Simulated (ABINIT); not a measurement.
# SnPbSe3 (Pm-3m): zone-centre phonons, part 4 of 4

Aim: the zone-centre modes of SnPbSe3 (Pm-3m).

ABINIT 10.8.3; DFT LDA, scalar-relativistic, plane waves, HGH norm-conserving pseudopotentials.

So far. Step 6 (Zone-centre response): The acoustic modes at Γ come out as far as 2.5 cm⁻¹ from zero, where they should vanish, a small numerical error. The lowest optical mode is imaginary, 120i cm⁻¹, an instability at this level and on this k mesh. Step 7 (Zone-centre analysis): The rule moves no optical mode by more than 0.1 cm⁻¹. The relaxed cell has a = 5.247 Å (conventional setting).

The structure was built from a prototype and need not be the compound's stable phase.

## 8. Sum rules set otherwise (asr 0)

Without the rule the raw error of the acoustic modes shows.

File anaddb.abi:

```
ddb_filepath "gamma_DDB"
output_file "anaddb.abo"
outdata_prefix "anaddb"
asr 0
chneut 0
enunit 2
eivec 1
nph1l 1
qph1l 0.0 0.0 0.0 1.0
```

File mrgddb.in:

```
gamma_DDB
merged
2
dfpt_gammao_DDB
gso_DDB
```

Run with:

```console
$ mrgddb < mrgddb.in > mrgddb.log
$ OMP_NUM_THREADS=1 anaddb anaddb.abi > anaddb.log
```

anaddb.abo, the main output file:

```text
-outvars_anaddb: echo values of input variables ----------------------

 Miscellaneous information :
      enunit         2
       eivec         1
      chneut         0
 First list of wavevector (reduced coord.) :
       nph1l         1
       qph1l
                     0.00000000E+00  0.00000000E+00  0.00000000E+00    1.000E+00

================================================================================

 read the DDB information and perform some checks

  ==== Info on the Cryst% object ====
 Real(R)+Recip(G) space primitive vectors, cartesian coordinates (Bohr,Bohr^-1):
 R(1)=  9.9159693  0.0000000  0.0000000  G(1)=  0.1008474  0.0000000  0.0000000
 R(2)=  0.0000000  9.9159693  0.0000000  G(2)=  0.0000000  0.1008474  0.0000000
 R(3)=  0.0000000  0.0000000  9.9159693  G(3)=  0.0000000  0.0000000  0.1008474
 Unit cell volume ucvol=  9.7500203E+02 bohr^3
 Angles (23,13,12)=  9.00000000E+01  9.00000000E+01  9.00000000E+01 degrees
 Time-reversal symmetry is present
 Reduced atomic positions [iatom, xred, symbol]:
    1)    0.0000000  0.0000000  0.0000000  Sn
    2)    0.5000000  0.5000000  0.5000000  Pb
    3)    0.5000000  0.5000000  0.0000000  Se
    4)    0.5000000  0.0000000  0.5000000  Se
    5)    0.0000000  0.5000000  0.5000000  Se

 DDB file with 3 blocks has been read.

================================================================================

 Treat the first list of vectors

  Phonon wavevector (reduced coordinates) :  0.00000  0.00000  0.00000
 Phonon energies in Hartree :
  -5.470962E-04 -5.470962E-04 -5.470962E-04 -4.184848E-04 -4.184848E-04
  -4.184848E-04 -1.930941E-04 -1.930941E-04 -1.930941E-04  1.160080E-05
   1.160080E-05  1.160080E-05  1.012720E-03  1.012720E-03  1.012720E-03
 Phonon energies in meV     :
- -1.488725E+01 -1.488725E+01 -1.488725E+01 -1.138755E+01 -1.138755E+01
- -1.138755E+01 -5.254358E+00 -5.254358E+00 -5.254358E+00  3.156739E-01
-  3.156739E-01  3.156739E-01  2.755751E+01  2.755751E+01  2.755751E+01
 Phonon frequencies in cm-1    :
- -1.200737E+02 -1.200737E+02 -1.200737E+02 -9.184681E+01 -9.184681E+01
- -9.184681E+01 -4.237926E+01 -4.237926E+01 -4.237926E+01  2.546082E+00
-  2.546082E+00  2.546082E+00  2.222663E+02  2.222663E+02  2.222663E+02
 Phonon frequencies in Thz     :
- -3.599720E+00 -3.599720E+00 -3.599720E+00 -2.753498E+00 -2.753498E+00
- -2.753498E+00 -1.270498E+00 -1.270498E+00 -1.270498E+00  7.632961E-02
-  7.632961E-02  7.632961E-02  6.663376E+00  6.663376E+00  6.663376E+00
 Phonon energies in Kelvin  :
- -1.727593E+02 -1.727593E+02 -1.727593E+02 -1.321471E+02 -1.321471E+02
- -1.321471E+02 -6.097430E+01 -6.097430E+01 -6.097430E+01  3.663243E+00
-  3.663243E+00  3.663244E+00  3.197916E+02  3.197916E+02  3.197916E+02

 Eigendisplacements
 (will be given, for each mode : in cartesian coordinates
   for each atom the real part of the displacement vector,
   then the imaginary part of the displacement vector - absolute values smaller than 1.0d-7 are set to zero)
  Mode number    1   Energy   -5.470962E-04
 Attention : low frequency mode.
   (Could be unstable or acoustic mode)
-  1  0.00000000E+00  0.00000000E+00  1.48715277E-03
-     0.00000000E+00  0.00000000E+00  0.00000000E+00
-  2  0.00000000E+00  0.00000000E+00  1.95705221E-04
-     0.00000000E+00  0.00000000E+00  0.00000000E+00
-  3  0.00000000E+00  0.00000000E+00 -9.55369828E-05
-     0.00000000E+00  0.00000000E+00  0.00000000E+00
-  4  0.00000000E+00  0.00000000E+00 -1.32531834E-03
-     0.00000000E+00  0.00000000E+00  0.00000000E+00
-  5  0.00000000E+00  0.00000000E+00 -1.32531834E-03
-     0.00000000E+00  0.00000000E+00  0.00000000E+00
  Mode number    2   Energy   -5.470962E-04
 Attention : low frequency mode.
   (Could be unstable or acoustic mode)
-  1  0.00000000E+00 -1.48715277E-03  0.00000000E+00
-     0.00000000E+00  0.00000000E+00  0.00000000E+00
-  2  0.00000000E+00 -1.95705221E-04  0.00000000E+00
-     0.00000000E+00  0.00000000E+00  0.00000000E+00
-  3  0.00000000E+00  1.32531834E-03  0.00000000E+00
-     0.00000000E+00  0.00000000E+00  0.00000000E+00
-  4  0.00000000E+00  9.55369828E-05  0.00000000E+00
-     0.00000000E+00  0.00000000E+00  0.00000000E+00
-  5  0.00000000E+00  1.32531834E-03  0.00000000E+00
-     0.00000000E+00  0.00000000E+00  0.00000000E+00
  Mode number    3   Energy   -5.470962E-04
 Attention : low frequency mode.
   (Could be unstable or acoustic mode)
-  1  1.48715277E-03  0.00000000E+00  0.00000000E+00
-     0.00000000E+00  0.00000000E+00  0.00000000E+00
-  2  1.95705221E-04  0.00000000E+00  0.00000000E+00
-     0.00000000E+00  0.00000000E+00  0.00000000E+00
-  3 -1.32531834E-03  0.00000000E+00  0.00000000E+00
-     0.00000000E+00  0.00000000E+00  0.00000000E+00
-  4 -1.32531834E-03  0.00000000E+00  0.00000000E+00
-     0.00000000E+00  0.00000000E+00  0.00000000E+00
-  5 -9.55369828E-05  0.00000000E+00  0.00000000E+00
-     0.00000000E+00  0.00000000E+00  0.00000000E+00
  Mode number    4   Energy   -4.184848E-04
 Attention : low frequency mode.
   (Could be unstable or acoustic mode)
-  1  0.00000000E+00  0.00000000E+00  0.00000000E+00
-     0.00000000E+00  0.00000000E+00  0.00000000E+00
-  2  0.00000000E+00  0.00000000E+00  0.00000000E+00
-     0.00000000E+00  0.00000000E+00  0.00000000E+00
-  3  0.00000000E+00  0.00000000E+00  0.00000000E+00
-     0.00000000E+00  0.00000000E+00  0.00000000E+00
-  4  0.00000000E+00  0.00000000E+00 -1.86380890E-03
-     0.00000000E+00  0.00000000E+00  0.00000000E+00
-  5  0.00000000E+00  0.00000000E+00  1.86380890E-03
-     0.00000000E+00  0.00000000E+00  0.00000000E+00
  Mode number    5   Energy   -4.184848E-04
 Attention : low frequency mode.
   (Could be unstable or acoustic mode)
-  1  0.00000000E+00  0.00000000E+00  0.00000000E+00
-     0.00000000E+00  0.00000000E+00  0.00000000E+00
-  2  0.00000000E+00  0.00000000E+00  0.00000000E+00
-     0.00000000E+00  0.00000000E+00  0.00000000E+00
-  3  0.00000000E+00 -1.86380890E-03  0.00000000E+00
-     0.00000000E+00  0.00000000E+00  0.00000000E+00
-  4  0.00000000E+00  0.00000000E+00  0.00000000E+00
-     0.00000000E+00  0.00000000E+00  0.00000000E+00
-  5  0.00000000E+00  1.86380890E-03  0.00000000E+00
-     0.00000000E+00  0.00000000E+00  0.00000000E+00
  Mode number    6   Energy   -4.184848E-04
 Attention : low frequency mode.
   (Could be unstable or acoustic mode)
-  1  0.00000000E+00  0.00000000E+00  0.00000000E+00
-     0.00000000E+00  0.00000000E+00  0.00000000E+00
-  2  0.00000000E+00  0.00000000E+00  0.00000000E+00
-     0.00000000E+00  0.00000000E+00  0.00000000E+00
-  3  1.86380890E-03  0.00000000E+00  0.00000000E+00
-     0.00000000E+00  0.00000000E+00  0.00000000E+00
-  4 -1.86380890E-03  0.00000000E+00  0.00000000E+00
-     0.00000000E+00  0.00000000E+00  0.00000000E+00
-  5  0.00000000E+00  0.00000000E+00  0.00000000E+00
-     0.00000000E+00  0.00000000E+00  0.00000000E+00
  Mode number    7   Energy   -1.930941E-04
 Attention : low frequency mode.
   (Could be unstable or acoustic mode)
-  1  0.00000000E+00  0.00000000E+00  1.19668682E-03
-     0.00000000E+00  0.00000000E+00  0.00000000E+00
-  2  0.00000000E+00  0.00000000E+00 -1.07014976E-03
-     0.00000000E+00  0.00000000E+00  0.00000000E+00
-  3  0.00000000E+00  0.00000000E+00 -6.52816775E-04
-     0.00000000E+00  0.00000000E+00  0.00000000E+00
-  4  0.00000000E+00  0.00000000E+00  8.25597674E-04
-     0.00000000E+00  0.00000000E+00  0.00000000E+00
-  5  0.00000000E+00  0.00000000E+00  8.25597674E-04
-     0.00000000E+00  0.00000000E+00  0.00000000E+00
  Mode number    8   Energy   -1.930941E-04
 Attention : low frequency mode.
   (Could be unstable or acoustic mode)
-  1  0.00000000E+00  1.19668682E-03  0.00000000E+00
-     0.00000000E+00  0.00000000E+00  0.00000000E+00
-  2  0.00000000E+00 -1.07014976E-03  0.00000000E+00
-     0.00000000E+00  0.00000000E+00  0.00000000E+00
-  3  0.00000000E+00  8.25597674E-04  0.00000000E+00
-     0.00000000E+00  0.00000000E+00  0.00000000E+00
-  4  0.00000000E+00 -6.52816775E-04  0.00000000E+00
-     0.00000000E+00  0.00000000E+00  0.00000000E+00
-  5  0.00000000E+00  8.25597674E-04  0.00000000E+00
-     0.00000000E+00  0.00000000E+00  0.00000000E+00
  Mode number    9   Energy   -1.930941E-04
 Attention : low frequency mode.
   (Could be unstable or acoustic mode)
-  1  1.19668682E-03  0.00000000E+00  0.00000000E+00
-     0.00000000E+00  0.00000000E+00  0.00000000E+00
-  2 -1.07014976E-03  0.00000000E+00  0.00000000E+00
-     0.00000000E+00  0.00000000E+00  0.00000000E+00
-  3  8.25597674E-04  0.00000000E+00  0.00000000E+00
-     0.00000000E+00  0.00000000E+00  0.00000000E+00
-  4  8.25597674E-04  0.00000000E+00  0.00000000E+00
-     0.00000000E+00  0.00000000E+00  0.00000000E+00
-  5 -6.52816775E-04  0.00000000E+00  0.00000000E+00
-     0.00000000E+00  0.00000000E+00  0.00000000E+00
  Mode number   10   Energy    1.160080E-05
-  1  0.00000000E+00  0.00000000E+00  9.88440821E-04
-     0.00000000E+00  0.00000000E+00  0.00000000E+00
-  2  0.00000000E+00  0.00000000E+00  9.85623790E-04
-     0.00000000E+00  0.00000000E+00  0.00000000E+00
-  3  0.00000000E+00  0.00000000E+00  9.86203008E-04
-     0.00000000E+00  0.00000000E+00  0.00000000E+00
-  4  0.00000000E+00  0.00000000E+00  9.89166549E-04
-     0.00000000E+00  0.00000000E+00  0.00000000E+00
-  5  0.00000000E+00  0.00000000E+00  9.89166549E-04
-     0.00000000E+00  0.00000000E+00  0.00000000E+00
  Mode number   11   Energy    1.160080E-05
-  1  0.00000000E+00  9.88440821E-04  0.00000000E+00
-     0.00000000E+00  0.00000000E+00  0.00000000E+00
-  2  0.00000000E+00  9.85623790E-04  0.00000000E+00
-     0.00000000E+00  0.00000000E+00  0.00000000E+00
-  3  0.00000000E+00  9.89166549E-04  0.00000000E+00
-     0.00000000E+00  0.00000000E+00  0.00000000E+00
-  4  0.00000000E+00  9.86203007E-04  0.00000000E+00
-     0.00000000E+00  0.00000000E+00  0.00000000E+00
-  5  0.00000000E+00  9.89166549E-04  0.00000000E+00
-     0.00000000E+00  0.00000000E+00  0.00000000E+00
  Mode number   12   Energy    1.160080E-05
-  1  9.88440821E-04  0.00000000E+00  0.00000000E+00
-     0.00000000E+00  0.00000000E+00  0.00000000E+00
-  2  9.85623790E-04  0.00000000E+00  0.00000000E+00
-     0.00000000E+00  0.00000000E+00  0.00000000E+00
-  3  9.89166549E-04  0.00000000E+00  0.00000000E+00
-     0.00000000E+00  0.00000000E+00  0.00000000E+00
-  4  9.89166549E-04  0.00000000E+00  0.00000000E+00
-     0.00000000E+00  0.00000000E+00  0.00000000E+00
-  5  9.86203007E-04  0.00000000E+00  0.00000000E+00
-     0.00000000E+00  0.00000000E+00  0.00000000E+00
  Mode number   13   Energy    1.012720E-03
-  1  0.00000000E+00  0.00000000E+00  2.18842921E-05
-     0.00000000E+00  0.00000000E+00  0.00000000E+00
-  2  0.00000000E+00  0.00000000E+00  7.01862620E-04
-     0.00000000E+00  0.00000000E+00  0.00000000E+00
-  3  0.00000000E+00  0.00000000E+00 -2.35365117E-03
-     0.00000000E+00  0.00000000E+00  0.00000000E+00
-  4  0.00000000E+00  0.00000000E+00  2.39275870E-04
-     0.00000000E+00  0.00000000E+00  0.00000000E+00
-  5  0.00000000E+00  0.00000000E+00  2.39275870E-04
-     0.00000000E+00  0.00000000E+00  0.00000000E+00
  Mode number   14   Energy    1.012720E-03
-  1  0.00000000E+00  2.18842921E-05  0.00000000E+00
-     0.00000000E+00  0.00000000E+00  0.00000000E+00
-  2  0.00000000E+00  7.01862620E-04  0.00000000E+00
-     0.00000000E+00  0.00000000E+00  0.00000000E+00
-  3  0.00000000E+00  2.39275870E-04  0.00000000E+00
-     0.00000000E+00  0.00000000E+00  0.00000000E+00
-  4  0.00000000E+00 -2.35365116E-03  0.00000000E+00
-     0.00000000E+00  0.00000000E+00  0.00000000E+00
-  5  0.00000000E+00  2.39275870E-04  0.00000000E+00
-     0.00000000E+00  0.00000000E+00  0.00000000E+00
  Mode number   15   Energy    1.012720E-03
-  1  2.18842921E-05  0.00000000E+00  0.00000000E+00
-     0.00000000E+00  0.00000000E+00  0.00000000E+00
-  2  7.01862620E-04  0.00000000E+00  0.00000000E+00
-     0.00000000E+00  0.00000000E+00  0.00000000E+00
-  3  2.39275870E-04  0.00000000E+00  0.00000000E+00
-     0.00000000E+00  0.00000000E+00  0.00000000E+00
-  4  2.39275870E-04  0.00000000E+00  0.00000000E+00
-     0.00000000E+00  0.00000000E+00  0.00000000E+00
-  5 -2.35365116E-03  0.00000000E+00  0.00000000E+00
-     0.00000000E+00  0.00000000E+00  0.00000000E+00

 Analysis of degeneracies and characters (maximum tolerance=1.00E-06 a.u.)
 For each vibration mode, or group of modes if degenerate,
 the characters are given for each symmetry operation (see the list in the log file).
 Symmetry characters of vibration mode #   1
       degenerate with vibration modes #   2 to    3
  3.0 -3.0 -1.0  1.0 -1.0  1.0 -1.0  1.0  1.0 -1.0 -1.0  1.0  1.0 -1.0 -1.0  1.0
 -0.0  0.0  0.0 -0.0 -0.0  0.0  0.0 -0.0  1.0 -1.0 -1.0  1.0 -1.0  1.0  1.0 -1.0
 -0.0  0.0 -0.0  0.0  0.0 -0.0  0.0 -0.0  1.0 -1.0  1.0 -1.0 -1.0  1.0 -1.0  1.0
 Symmetry characters of vibration mode #   4
       degenerate with vibration modes #   5 to    6
  3.0 -3.0 -1.0  1.0 -1.0  1.0 -1.0  1.0 -1.0  1.0  1.0 -1.0 -1.0  1.0  1.0 -1.0
 -0.0  0.0 -0.0  0.0  0.0 -0.0  0.0 -0.0 -1.0  1.0  1.0 -1.0  1.0 -1.0 -1.0  1.0
 -0.0  0.0  0.0 -0.0  0.0 -0.0 -0.0  0.0 -1.0  1.0 -1.0  1.0  1.0 -1.0  1.0 -1.0
 Symmetry characters of vibration mode #   7
       degenerate with vibration modes #   8 to    9
  3.0 -3.0 -1.0  1.0 -1.0  1.0 -1.0  1.0  1.0 -1.0 -1.0  1.0  1.0 -1.0 -1.0  1.0
  0.0 -0.0  0.0 -0.0 -0.0  0.0 -0.0  0.0  1.0 -1.0 -1.0  1.0 -1.0  1.0  1.0 -1.0
  0.0 -0.0 -0.0  0.0 -0.0  0.0  0.0 -0.0  1.0 -1.0  1.0 -1.0 -1.0  1.0 -1.0  1.0
 Symmetry characters of vibration mode #  10
       degenerate with vibration modes #  11 to   12
  3.0 -3.0 -1.0  1.0 -1.0  1.0 -1.0  1.0  1.0 -1.0 -1.0  1.0  1.0 -1.0 -1.0  1.0
  0.0 -0.0  0.0 -0.0 -0.0  0.0 -0.0  0.0  1.0 -1.0 -1.0  1.0 -1.0  1.0  1.0 -1.0
  0.0 -0.0 -0.0  0.0 -0.0  0.0  0.0 -0.0  1.0 -1.0  1.0 -1.0 -1.0  1.0 -1.0  1.0
 Symmetry characters of vibration mode #  13
       degenerate with vibration modes #  14 to   15
  3.0 -3.0 -1.0  1.0 -1.0  1.0 -1.0  1.0  1.0 -1.0 -1.0  1.0  1.0 -1.0 -1.0  1.0
  0.0 -0.0  0.0 -0.0 -0.0  0.0 -0.0  0.0  1.0 -1.0 -1.0  1.0 -1.0  1.0  1.0 -1.0
  0.0 -0.0 -0.0  0.0 -0.0  0.0  0.0 -0.0  1.0 -1.0  1.0 -1.0 -1.0  1.0 -1.0  1.0
-
```

Run time: 0.53 s. Hardware: 1 thread of Arm Neoverse N1, shared host.

Read from the output:

| Property | Result |
| --- | --- |
| highest optical zone-centre mode (no LO-TO term) | 222.3 cm⁻¹ |

Zone-centre frequencies as printed; negative means imaginary. Modes:

| mode | frequency (cm⁻¹) |
| --- | --- |
| 1 | -120.1 |
| 2 | -120.1 |
| 3 | -120.1 |
| 4 | -91.85 |
| 5 | -91.85 |
| 6 | -91.85 |
| 7 | -42.38 |
| 8 | -42.38 |
| 9 | -42.38 |
| 10 | 2.55 |
| 11 | 2.55 |
| 12 | 2.55 |
| 13 | 222.3 |
| 14 | 222.3 |
| 15 | 222.3 |

## 9. What came out

| Quantity | Value |
| --- | --- |
| space group after relaxation | Pm-3m |
| volume per atom | 28.9 Å³ |
| highest optical zone-centre mode (no LO-TO term) | 222.2 cm⁻¹ |
| lowest optical zone-centre mode | -120.1 cm⁻¹ |
| imaginary optical modes at the zone centre (no q mesh in this session) | yes |

At the LDA level the optical modes of SnPbSe3 (Pm-3m) at the zone centre run from 120i to 222 cm⁻¹, so the structure is a saddle point, with 9 modes beyond 10i cm⁻¹ there. The base run prints -0.86 GPa, mostly the error of a finite basis; the relaxation, with a smoothed and higher cutoff, had brought the cell to rest. These are harmonic frequencies at zero temperature: anharmonic shifts and linewidths and thermal expansion are left out. Spin-orbit coupling is left out, which can matter for the heavy elements here. The HGH files keep few electrons and have no core correction, which is cheap but rough for Pb and Sn. In a metal the frequencies hang on the k mesh and the smearing, most of all near Kohn anomalies. The structure is a hypothetical one, built on a prototype.

[Host names and launcher messages were left out of these logs when they were recorded.]

[Logs are printed without paths, hosts, clocks, repeated set-up lines and the standing remarks that a program may print on its own settings, such as how far it seeks lower states.]

[Hosts, paths, dates, database ids (printed as entryN), source tags and the programs' standing remarks are cut or masked in the printed files.]
